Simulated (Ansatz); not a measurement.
# Is the response still linear at 0.3 V/Å? bismuthene bilayer, AA

The dipole of a slab grows in proportion to a weak field along its normal. Does the weak-field slope carry to a strong field?

How it was computed: Ansatz 0.2.0, plane waves with PAW datasets (its set soft_2), PBE-D3(BJ); atoms held at their relaxed places, 18 Å of vacuum, dipole correction, cell area 16.00 Å², 12×12 k-points, smearing 0.05 eV. Without field the slab has a gap of 0.25 eV.

| run | field (V/Å) | dipole (e·Å) |
| --- | --- | --- |
| run 1 | −0.05 | −0.04116 |
| run 2 | 0.00 | 0.00000 |
| run 3 | 0.05 | 0.04116 |
| run 4 | 0.10 | 0.08232 |
| run 5 | 0.30 | ? |

**Question.** What value belongs in the row marked “?”, and how far can the other rows tell?

A least-squares line through the 4 rows shown has slope 0.823200 and intercept 0.000000; no row lies more than 0.00001 e·Å off it. A perfect conductor with that slope would be 180.95 × 0.82320 / 16.00 = 9.31 Å thick. At 0.30 it gives 0.823200 × 0.30 + 0.000000 = 0.24696 e·Å, beyond the rows fitted. Rounding and scatter of the rows alone allow about ±0.00002 e·Å there.

The run itself gives 0.24724 e·Å: a miss of +0.00028 e·Å. That is under 1 % of the induced dipole, so the response is still linear.

**Limits.** Ions are held, so this is the electronic response. Of the series that stay linear within 1 %, this collection keeps about one in seven, and it keeps all that bend. With a small gap or none the response hangs on mesh and smearing, which were not varied here. Spin-orbit coupling is left out, which changes the bands of elements this heavy.
